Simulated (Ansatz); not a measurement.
**Mn2Cr, from a guessed structure to a relaxed one**

This structure for Mn2Cr is made up. Its elements were placed in a known structure type with a cell scaled to their sizes. What cell does the guess relax to, and how far off was it?

Calculated with Ansatz 0.2.0; DFT, PBEsol, plane-wave PAW, files of the set soft_1, scalar-relativistic, ferromagnetic start, cell and ions relaxed at zero pressure; PAW set soft_1, in the first sound run; inputs show where later runs differ.

## Step 1: Starting point

The structure is cubic, space group Fd-3m (No. 227). Conventional cell: a = 6.720 Å, b = 6.720 Å, c = 6.720 Å, α = 90.00°, β = 90.00°, γ = 90.00°. Nearest to Mn lie 6 Mn at 2.38 Å and 6 Cr at 2.79 Å. Nearest to Cr lie 12 Mn at 2.79 Å and 4 Cr at 2.91 Å. Farther neighbours are not listed.

## Step 2: Relaxation of the guess

The guessed cell has no reason to be at equilibrium. It is relaxed with the atoms, within the space group of the guess.

Contents of input.yaml:

```yaml
crystal:
  lattice:
    - [0.0, 3.36, 3.36]
    - [3.36, 0.0, 3.36]
    - [3.36, 3.36, 0.0]
  atoms:
    - { symbol: Mn, position: [0.625, 0.125, 0.625], spin: 4.0 }
    - { symbol: Mn, position: [0.625, 0.625, 0.125], spin: 4.0 }
    - { symbol: Mn, position: [0.125, 0.625, 0.625], spin: 4.0 }
    - { symbol: Mn, position: [0.625, 0.625, 0.625], spin: 4.0 }
    - { symbol: Cr, position: [0.25, 0.25, 0.25], spin: 3.0 }
    - { symbol: Cr, position: [0.0, 0.0, 0.0], spin: 3.0 }
magnetization:
  spin_polarized: true
kpoints:
  mp_grid: { grid: [7, 7, 7] }
scf:
  occupations: { method: fermi_dirac, width: 0.05 }
hamiltonian:
  xc: pbesol
  pseudopotentials: { kind: paw, azcp: { folder: soft_1 }, xc_functional: pbe }
relax:
  f_tol: 0.015
  max_steps: 70
  cell: {}
output:
  forces: true
  stress: true
```

Command:

```console
> ansatz run input.yaml --threads 4 --pin off --max-ram 10240MiB --backend cpu --events-out ev --progress --plain --runs-dir out
```

Numbers of over 12 decimals in the logs are rounded to 6 here.

What it wrote:

```text
Engine: ansatz 0.2.0, x86_64-unknown-linux-gnu
Pseudopotentials: kind: paw
Pseudopotential: Mn, paw, valence charge 15, recommended cutoff 420 eV (normal), soft_1/Mn.paw.azcp
Pseudopotential: Cr, paw, valence charge 14, recommended cutoff 420 eV (normal), soft_1/Cr.paw.azcp
Functional definition: PBEsol
  exchange = pbesol_x
  correlation = pbesol_c
Crystal: 6 atoms, lattice volume = 75.866 Å³
Basis set: ecut = 420 eV, 1459 PW (Γ), exchange–correlation on 64×64×64 points (8 copies of the dense FFT grid, shifted against one another)
Bands: 66, of which v1, the nominal top of the filled ones, is band 44 counted from 1 (43 counted from 0)
Symmetry: 48 space group operations
Space group: Fd-3m (ITA 227), of the structure as read, at distance tolerance 4.2e-5 Å
Magnetic group: BNS 227.128 (UNI 1630), of the structure as read, at distance tolerance 4.2e-5 Å
k-points: 20 of 343
Non-local potential: Mn, projectors of the file, l = 0: 3, l = 1: 2, l = 2: 3, l = 3: 1
Non-local potential: Cr, projectors of the file, l = 0: 3, l = 1: 2, l = 2: 3, l = 3: 1
PAW form: soft (Blöchl's): semilocal exchange-correlation on the pseudo side does not see the compensation charge
PAW frozen core: Mn, regenerated for the run's functional, and the local potential with it (the file was generated under x = pbe(κ = 0.804, μ = 0.219515), c = pbe(β = 0.066725))
PAW frozen core: Cr, regenerated for the run's functional, and the local potential with it (the file was generated under x = pbe(κ = 0.804, μ = 0.219515), c = pbe(β = 0.066725))
PAW one-centre angular grid: Mn, 590 points (default); XC on 64 Gauss nodes
PAW one-centre angular grid: Cr, 590 points (default); XC on 64 Gauss nodes
Initial density: superposition of atomic densities (chi_scale 0.1, normalization cell)
Starting moments: Σ|m| = 22 μB on 6 of 6 sites
Initial wavefunctions: pseudopotential atomic-orbital guess
Functional: x = pbesol(κ = 0.804, μ = 0.123457), c = pbesol(β = 0.046)
SCF iter   1: F=—  HF=-22163.512116 eV  |F-HF|=—  |Δ(HF+E_count)|=         —  Δρ=1.57e-1 (↑1.57e-1 ↓7.69e-2)  dr2=2.24e1  dr2_m=6.11e0  M=14.744 μB ∫|m|=14.755 μB  β_m=0.30  ethr=3.10e-3  ⟨swp⟩=5.5  Hψ=8185  notcnv=0  defer=3
Mixer restart at iter 1: flushing history
preconditioner: auto → Kerker (q_TF=auto, 2.797 Å⁻¹)  [metal: Δε(μ)=0.008 eV  Ē_g=7.733 eV  σ=0.050 eV  W_gap=0.04  n_scr=26 (ndim 8)  ℏωp=27.0 eV  f_vac=0.000  D(μ)=13.67/eV (n_scr^D=258)]
spin=Collinear: Kerker preconditioning applied to the charge; magnetization (m = ρ↑ − ρ↓) channel mixes plain (no charge-response kernel on spin).
SCF iter   2: F=—  HF=-22163.857400 eV  |F-HF|=—  |Δ(HF+E_count)|=   3.45e-1  Δρ=1.01e-1 (↑1.01e-1 ↓6.75e-2)  dr2=1.01e1  dr2_m=3.59e0  M=14.084 μB ∫|m|=14.108 μB  β_m=0.58  ethr=3.10e-3  ⟨swp⟩=2.7  Hψ=4915  notcnv=0  defer=204
SCF iter   3: F=—  HF=-22168.136268 eV  |F-HF|=—  |Δ(HF+E_count)|=    4.28e0  Δρ=6.26e-2 (↑6.26e-2 ↓5.43e-2)  dr2=9.11e-1  dr2_m=2.26e0  M=10.608 μB ∫|m|=10.817 μB  β_m=0.79  ethr=3.10e-3  ⟨swp⟩=3.0  Hψ=5011  notcnv=0  defer=198
SCF iter   4: F=—  HF=-22170.506273 eV  |F-HF|=—  |Δ(HF+E_count)|=    2.37e0  Δρ=3.16e-2 (↑2.58e-2 ↓3.16e-2)  dr2=1.21e-1  dr2_m=5.59e-1  M=8.275 μB ∫|m|=8.551 μB  β_m=0.90  ethr=1.04e-3  ⟨swp⟩=2.4  Hψ=4875  notcnv=0  defer=220
SCF iter   5: F=—  HF=-22176.168857 eV  |F-HF|=—  |Δ(HF+E_count)|=         —  Δρ=1.68e-1 (↑1.61e-1 ↓1.68e-1)  dr2=9.52e-1  dr2_m=1.85e1  M=-1.194 μB ∫|m|=7.893 μB  β_m=1.00  ethr=1.38e-4  ⟨swp⟩=3.0  Hψ=5558  notcnv=0  defer=221
Mixer restart at iter 5: flushing history
SCF iter   6: F=—  HF=-22172.341838 eV  |F-HF|=—  |Δ(HF+E_count)|=    3.83e0  Δρ=2.71e-2 (↑2.71e-2 ↓8.90e-3)  dr2=3.61e-1  dr2_m=1.18e-1  M=-0.845 μB ∫|m|=8.720 μB  β_m=0.90  ethr=5.68e-5  ⟨swp⟩=3.1  Hψ=6678  notcnv=0  defer=265
SCF iter   7: F=—  HF=-22172.384339 eV  |F-HF|=—  |Δ(HF+E_count)|=   4.25e-2  Δρ=3.69e-2 (↑3.69e-2 ↓1.09e-2)  dr2=1.42e0  dr2_m=1.32e-1  M=-1.253 μB ∫|m|=7.995 μB  β_m=0.59  ethr=5.68e-5  ⟨swp⟩=3.0  Hψ=6398  notcnv=0  defer=261  recentre
SCF iter   8: F=—  HF=-22172.061850 eV  |F-HF|=—  |Δ(HF+E_count)|=   3.22e-1  Δρ=3.32e-3 (↑3.32e-3 ↓2.99e-3)  dr2=1.50e-2  dr2_m=3.40e-3  M=-1.008 μB ∫|m|=8.465 μB  β_m=0.83  ethr=5.68e-5  ⟨swp⟩=3.0  Hψ=5869  notcnv=0  defer=261
SCF iter   9: F=—  HF=-22172.057019 eV  |F-HF|=—  |Δ(HF+E_count)|=   4.83e-3  Δρ=4.53e-3 (↑4.53e-3 ↓6.50e-4)  dr2=1.51e-2  dr2_m=3.63e-3  M=-1.004 μB ∫|m|=8.598 μB  β_m=0.91  ethr=1.71e-5  ⟨swp⟩=2.0  Hψ=4409  notcnv=0  defer=261
SCF iter  10: F=—  HF=-22172.060105 eV  |F-HF|=—  |Δ(HF+E_count)|=   3.09e-3  Δρ=2.42e-3 (↑2.42e-3 ↓8.18e-4)  dr2=9.04e-3  dr2_m=5.53e-4  M=-1.004 μB ∫|m|=8.597 μB  β_m=0.96  ethr=1.71e-5  ⟨swp⟩=2.0  Hψ=3034  notcnv=0  defer=261
SCF iter  11: F=—  HF=-22172.059758 eV  |F-HF|=—  |Δ(HF+E_count)|=   3.46e-4  Δρ=1.76e-3 (↑4.07e-4 ↓1.76e-3)  dr2=1.61e-3  dr2_m=7.85e-4  M=-1.025 μB ∫|m|=8.624 μB  β_m=0.98  ethr=1.03e-5  ⟨swp⟩=2.0  Hψ=3854  notcnv=0  defer=261
SCF iter  12: F=—  HF=-22172.059747 eV  |F-HF|=—  |Δ(HF+E_count)|=   1.09e-5  Δρ=4.76e-4 (↑3.57e-4 ↓4.76e-4)  dr2=5.35e-5  dr2_m=1.08e-4  M=-1.016 μB ∫|m|=8.636 μB  β_m=0.99  ethr=1.83e-6  ⟨swp⟩=1.9  Hψ=3206  notcnv=0  defer=261
SCF iter  13: F=—  HF=-22172.059736 eV  |F-HF|=—  |Δ(HF+E_count)|=   1.16e-5  Δρ=2.22e-4 (↑2.22e-4 ↓1.39e-4)  dr2=1.47e-5  dr2_m=1.89e-5  M=-1.014 μB ∫|m|=8.641 μB  β_m=0.99  ethr=6.08e-8  ⟨swp⟩=2.0  Hψ=3506  notcnv=0  defer=261
SCF iter  14: F=—  HF=-22172.059723 eV  |F-HF|=—  |Δ(HF+E_count)|=   1.25e-5  Δρ=3.16e-5 (↑3.16e-5 ↓2.20e-5)  dr2=1.21e-7  dr2_m=4.84e-7  M=-1.014 μB ∫|m|=8.640 μB  β_m=1.00  ethr=1.67e-8  ⟨swp⟩=2.0  Hψ=3673  notcnv=0  defer=261
SCF iter  15: F=—  HF=-22173.623849 eV  |F-HF|=—  |Δ(HF+E_count)|=         —  Δρ=9.70e-2 (↑9.70e-2 ↓9.29e-2)  dr2=1.93e-2  dr2_m=6.26e0  M=-4.382 μB ∫|m|=4.637 μB  β_m=1.00  ethr=1.37e-10  ⟨swp⟩=2.0  Hψ=4434  notcnv=0  defer=261
Mixer restart at iter 15: flushing history
SCF iter  16: F=—  HF=-22172.341775 eV  |F-HF|=—  |Δ(HF+E_count)|=    1.28e0  Δρ=5.86e-2 (↑5.86e-2 ↓5.57e-2)  dr2=9.24e-3  dr2_m=2.27e0  M=-1.665 μB ∫|m|=6.208 μB  β_m=1.00  ethr=5.68e-5  ⟨swp⟩=2.5  Hψ=5182  notcnv=0  defer=261
SCF iter  17: F=—  HF=-22172.078600 eV  |F-HF|=—  |Δ(HF+E_count)|=   2.63e-1  Δρ=2.39e-2 (↑1.89e-2 ↓2.39e-2)  dr2=2.33e-2  dr2_m=3.16e-1  M=-1.273 μB ∫|m|=7.401 μB  β_m=1.00  ethr=1.05e-5  ⟨swp⟩=2.1  Hψ=5422  notcnv=0  defer=261
SCF iter  18: F=—  HF=-22172.088951 eV  |F-HF|=—  |Δ(HF+E_count)|=   1.04e-2  Δρ=1.74e-2 (↑1.74e-2 ↓2.92e-3)  dr2=1.65e-1  dr2_m=6.18e-2  M=-0.967 μB ∫|m|=8.400 μB  β_m=1.00  ethr=1.05e-5  ⟨swp⟩=2.4  Hψ=5214  notcnv=0  defer=261
[...]
SCF 3 converged in 12 iterations: F = -22172.470666 eV  dr2 = 2.14e-7
relax step   3: F+E_penalty+E_count = -22172.47066624 eV  Δ(F+E_penalty+E_count) = +3.393e-1 eV  max|allowed force component| = 3.855e-18 eV/Å  Δτ_max = 0.0000 Å  P = +32.352 GPa  Ω = 59.684 Å³  energy of the carried Pulay correction = +3.027e-2 eV  (12 SCF iters, dr2 threshold 6.00e-7 eV, rejected (line search))
[...]
relax step   4: F+E_penalty+E_count = -22172.98986208 eV  Δ(F+E_penalty+E_count) = -1.799e-1 eV  max|allowed force component| = 8.674e-18 eV/Å  Δτ_max = 0.0000 Å  P = -2.761 GPa  Ω = 66.096 Å³  energy of the carried Pulay correction = +1.745e-2 eV  (19 SCF iters, accepted)
[...]
relax step   5: F+E_penalty+E_count = -22172.99661677 eV  Δ(F+E_penalty+E_count) = -6.755e-3 eV  max|allowed force component| = 1.234e-17 eV/Å  Δτ_max = 0.0000 Å  P = -0.115 GPa  Ω = 65.480 Å³  energy of the carried Pulay correction = +1.863e-2 eV  (12 SCF iters, dr2 threshold 6.00e-7 eV, accepted)
[...]
relax step   6: F+E_penalty+E_count = -22172.99667745 eV  Δ(F+E_penalty+E_count) = -6.068e-5 eV  max|allowed force component| = 1.079e-17 eV/Å  Δτ_max = 0.0000 Å  P = +0.002 GPa  Ω = 65.453 Å³  energy of the carried Pulay correction = +1.868e-2 eV  (12 SCF iters, dr2 threshold 3.29e-8 eV, accepted)
[...]
relax step   7: F+E_penalty+E_count = -22172.98067978 eV  Δ(F+E_penalty+E_count) = +1.600e-2 eV  max|allowed force component| = 1.330e-17 eV/Å  Δτ_max = 0.0000 Å  P = -0.084 GPa  Ω = 65.453 Å³  stress off target by 8.38e-2 GPa  SCF on the basis re-selected at this cell (its energy is not comparable with the rows above)  (12 SCF iters)
[...]
relax step   8: F+E_penalty+E_count = -22172.98072804 eV  Δ(F+E_penalty+E_count) = -4.826e-5 eV  max|allowed force component| = 1.265e-17 eV/Å  Δτ_max = 0.0000 Å  P = +0.000 GPa  Ω = 65.434 Å³  energy of the carried Pulay correction = +4.330e-5 eV  (12 SCF iters, dr2 threshold 1.75e-8 eV, accepted)
iter 1 solved again at ethr=4.72e-8 eV; its pass at ethr=3.10e-3 eV (dr2=4.15e-5 eV) is discarded
SCF iter   1: F=—  HF=-22172.980733 eV  |F-HF|=—  |Δ(HF+E_count)|=         —  Δρ=5.53e-7 (↑5.53e-7 ↓5.42e-7)  dr2=5.86e-10  dr2_m=2.12e-12  M=-0.000 μB ∫|m|=0.000 μB  β_m=0.65  ethr=4.72e-8  ⟨swp⟩=3.1  Hψ=15110  notcnv=0
eigensolver tolerance schedule: the retry pair's looser diagonalisation over-reported the residual by 70862.55 of it (diagonalisation noise at an unbounded share of the residual, at the tolerance the schedule requests for it); recorded, not acted on — ethr = c·dr2/N_el stays at c = 1.0e-1
preconditioner: auto → none  [metal: Δε(μ)=0.048 eV  Ē_g=7.474 eV  σ=0.050 eV  W_gap=0.23  n_scr=8 (ndim 8)  ℏωp=29.0 eV  f_vac=0.000  D(μ)=7.77/eV (n_scr^D=112)]
SCF iter   2: F=—  HF=-22172.980728 eV  |F-HF|=—  |Δ(HF+E_count)|=   4.94e-6  Δρ=6.90e-7 (↑6.88e-7 ↓6.90e-7)  dr2=8.41e-10  dr2_m=4.14e-13  M=-0.000 μB ∫|m|=0.000 μB  β_m=0.30  ethr=1.00e-12  ⟨swp⟩=3.2  Hψ=5994  notcnv=0
SCF iter   3: F=—  HF=-22172.980728 eV  |F-HF|=—  |Δ(HF+E_count)|=  3.57e-10  Δρ=2.58e-7 (↑2.50e-7 ↓2.58e-7)  dr2=1.59e-10  dr2_m=3.11e-13  M=-0.000 μB ∫|m|=0.000 μB  β_m=0.28  ethr=1.00e-12  ⟨swp⟩=2.0  Hψ=3224  notcnv=0
SCF iter   4: F=—  HF=-22172.980728 eV  |F-HF|=—  |Δ(HF+E_count)|=  2.91e-11  Δρ=1.84e-7 (↑1.81e-7 ↓1.84e-7)  dr2=7.83e-11  dr2_m=9.15e-13  M=-0.000 μB ∫|m|=0.000 μB  β_m=0.64  ethr=1.00e-12  ⟨swp⟩=1.0  Hψ=2640  notcnv=0
SCF iter   5: F=—  HF=-22172.980728 eV  |F-HF|=—  |Δ(HF+E_count)|=  1.82e-11  Δρ=4.18e-8 (↑2.69e-8 ↓4.18e-8)  dr2=3.28e-12  dr2_m=3.24e-13  M=-0.000 μB ∫|m|=0.000 μB  β_m=0.82  ethr=1.00e-12  ⟨swp⟩=1.0  Hψ=2640  notcnv=0
SCF iter   6: F=-22172.980728 eV  HF=-22172.980728 eV  |F-HF|=1.46e-11  |Δ(HF+E_count)|=  3.64e-12  Δρ=6.57e-8 (↑6.44e-8 ↓6.57e-8)  dr2=1.11e-11  dr2_m=7.24e-15  M=-0.000 μB ∫|m|=0.000 μB  ethr=1.00e-12  ⟨swp⟩=2.0  Hψ=7204  notcnv=0
the starting moments were not kept: the SCF closed with an absolute magnetisation of 2.5e-6 μB, where they sum to 22 μB in size (6 sites). That is at most 0.1 of that sum. Measured as dr2_m measures the in/out step, that magnetisation stands 1.5e-12 eV from none, at or under the dr2_threshold of 6.0e-11 eV: it is no larger than a step whose dr2_m would equal this threshold.
SCF 9 converged in 6 iterations: F = -22172.980728 eV  dr2 = 1.11e-11
relax step   9: F+E_penalty+E_count = -22172.98072804 eV  Δ(F+E_penalty+E_count) = -4.999e-9 eV  max|allowed force component| = 6.240e-18 eV/Å  Δτ_max = 0.0000 Å  P = -0.001 GPa  Ω = 65.434 Å³  stress off target by 6.40e-4 GPa  SCF on the basis re-selected at this cell (its energy is not comparable with the rows above)  (6 SCF iters)
basis re-selected at this cell: Δ(F+E_penalty+E_count) = -4.999e-9 eV, ΔP = -0.001 GPa vs the last step (what re-selecting the basis moved, of the pressure what is left beyond the Pulay correction that the steps carried, after the strain that the cell walked since its last selection, with what the two solves' SCF thresholds leave and, on support functions, any second-order correction that the steps lacked; it is no m [...]
SCF converged after 6 iterations
Magnetization: -0.0000 μB (44.0000 up, 44.0000 down)
Absolute magnetization: 0.0000 μB (∫|ρ↑−ρ↓|, with the PAW one-centre terms)
Spin contamination: 0.0000 ħ² per cell (⟨S²⟩ above its minimum at these occupations)
Per-site moments (μB) at R_I (Å): [(2.093300396920527e-7, 0.932897), (2.093300398454839e-7, 0.932897), (2.0933003988236372e-7, 0.932897), (2.0933003987780144e-7, 0.932897), (-7.810235079117301e-7, 1.093919), (-7.81023507846133e-7, 1.093919)]
Free energy (F): -22172.980728 eV
Harris-Foulkes:  -22172.980728 eV  (|F-HF|=1.46e-11)
Internal energy: -22172.915717 eV  (E = F + TS)
E sigma→0 (E₀):  -22172.948223 eV
Entropy (-TS):   -0.065011 eV (-10.835 meV/atom)
Fermi energy:    19.983855 eV
--- Per-component energies (eV) ---
  E_band       = -924.138646
  E_kinetic    = 1898.548623
  E_local      = -9646.732408  (includes V_loc(G=0)·N_el)
  E_nonlocal   = 1901.361057
  E_hartree    = 3848.248234
  E_xc         = -675.509028
  E_vxc        = -866.537775  (∫ρ·V_xc dr)
  E_paw        = -7554.736585  (= ΣΔE_a)
  E_vpaw       = -1907.276696  (= ΣTr[D̂ρ^β])
  E_aug_tail   = 0.002168  (compensation charges beyond the density's cutoff)
  E_ewald      = -11945.096380
  E_core_change = 0.998602  (= ΣΔE_core)
  E_smearing   = -0.065011  (= −TS)
  E_closure    = 0.000000  (closes the sum)
  Σ components = -22172.980728   (vs F -22172.980728, Δ=0.00e0)
--- Forces (eV/Å), atoms counted from 1 ---
  atom   1  Mn    -0.00000000     0.00000000    -0.00000000
  atom   2  Mn    -0.00000000     0.00000000     0.00000000
  atom   3  Mn    -0.00000000     0.00000000     0.00000000
  atom   4  Mn    -0.00000000     0.00000000    -0.00000000
  atom   5  Cr     0.00000000    -0.00000000    -0.00000000
  atom   6  Cr     0.00000000     0.00000000     0.00000000
  max |Σ_I F_I| component: 4.63e-18 eV/Å
--- Stress (GPa, compression-positive) ---
       -0.000640       0.000000       0.000000
        0.000000      -0.000640       0.000000
        0.000000       0.000000      -0.000640
  P = ⅓ Tr σ = -0.0006 GPa (-0.006 kbar)
--- Relaxed structure (7 steps of the walk, 6 accepted, 2 SCFs on fresh bases) ---
  F+E_penalty+E_count = -22172.98072804 eV   max|allowed force component| = 6.240e-18 eV/Å   (the final SCF, on the basis selected at the relaxed cell)
  cell:  # Å, volume = 65.4342 Å³
    - [0, 3.198342, 3.198342]
    - [3.198342, 0, 3.198342]
    - [3.198342, 3.198342, 0]
  atoms:
    - { symbol: Mn, position: [0.625000, 0.125000, 0.625] }
    - { symbol: Mn, position: [0.625000, 0.625000, 0.125000] }
    - { symbol: Mn, position: [0.125000, 0.625000, 0.625] }
    - { symbol: Mn, position: [0.625000, 0.625000, 0.625000] }
    - { symbol: Cr, position: [0.25, 0.25, 0.25] }
    - { symbol: Cr, position: [0, 0, 0] }
```

It took 58 s on 4 threads of Intel Xeon Platinum 8488C (Sapphire Rapids), shared host; peak memory 0.66 GiB.

Relaxation path:

| step | energy less that of the first step (eV) | largest force component (eV/Å) | pressure (GPa) | volume (Å³) |
| --- | --- | --- | --- | --- |
| 1 | 0.0000 | 0.0000 | -21.25 | 75.87 |
| 2 | -0.7503 | 0.0000 | -13.80 | 69.27 |
| 3 | -0.4109 | 0.0000 | 32.35 | 59.68 |
| 4 | -0.9301 | 0.0000 | -2.76 | 66.10 |
| 5 | -0.9369 | 0.0000 | -0.11 | 65.48 |
| 6 | -0.9370 | 0.0000 | 0.00 | 65.45 |
| 7* | -0.9210 | 0.0000 | -0.08 | 65.45 |
| 8 | -0.9210 | 0.0000 | 0.00 | 65.43 |
| 9* | -0.9210 | 0.0000 | 0.00 | 65.43 |

Relaxation steps marked * repeat the geometry before them on a plane-wave basis chosen anew for their cell, so energy and pressure can jump there. Relaxation step 3 was tried and not accepted.

Forces are held to the 48 operations that the run works with; a distortion that breaks them can't arise in this run.

| conventional cell, symmetrised | before | after | change |
| --- | --- | --- | --- |
| a (Å) | 6.720 | 6.397 | -4.8 % |
| b (Å) | 6.720 | 6.397 | -4.8 % |
| c (Å) | 6.720 | 6.397 | -4.8 % |
| volume (Å³/atom) | 12.64 | 10.91 | -13.8 % |

Final coordinates:

```xyz
6
Lattice="0.0000 3.1983 3.1983 3.1983 0.0000 3.1983 3.1983 3.1983 0.0000" Properties=species:S:1:pos:R:3 pbc="T T T"
Mn    2.3988    3.9979    2.3988
Mn    2.3988    2.3988    3.9979
Mn    3.9979    2.3988    2.3988
Mn    3.9979    3.9979    3.9979
Cr    1.5992    1.5992    1.5992
Cr    0.0000    0.0000    0.0000
```

This step gave:

* free energy: -22172.9807 eV
* energy at zero smearing: -22172.9482 eV
* smearing term TS: 0.06501 eV
* Fermi energy: 19.98 eV
* electrons: 88
* symmetry operations: 48
* pressure: -6.40e-4 GPa

The shortest distance of each pair, which need not be the same contact before and after:

| pair | guess (Å) | relaxed (Å) |
| --- | --- | --- |
| Mn–Mn | 2.376 | 2.262 |
| Cr–Mn | 2.786 | 2.652 |
| Cr–Cr | 2.910 | 2.770 |

The relaxation ends with a pressure of 0.00 GPa. No moment survives the cycle: this start ends non-magnetic.

(Continued in part 2 of 2.)

[Logs are printed without paths, hosts, clocks, repeated set-up lines and the standing remarks that a program may print on its own settings, such as how far it seeks lower states.]

[Hosts, paths, dates, database ids (printed as entryN), source tags and the programs' standing remarks are cut or masked in the printed files.]
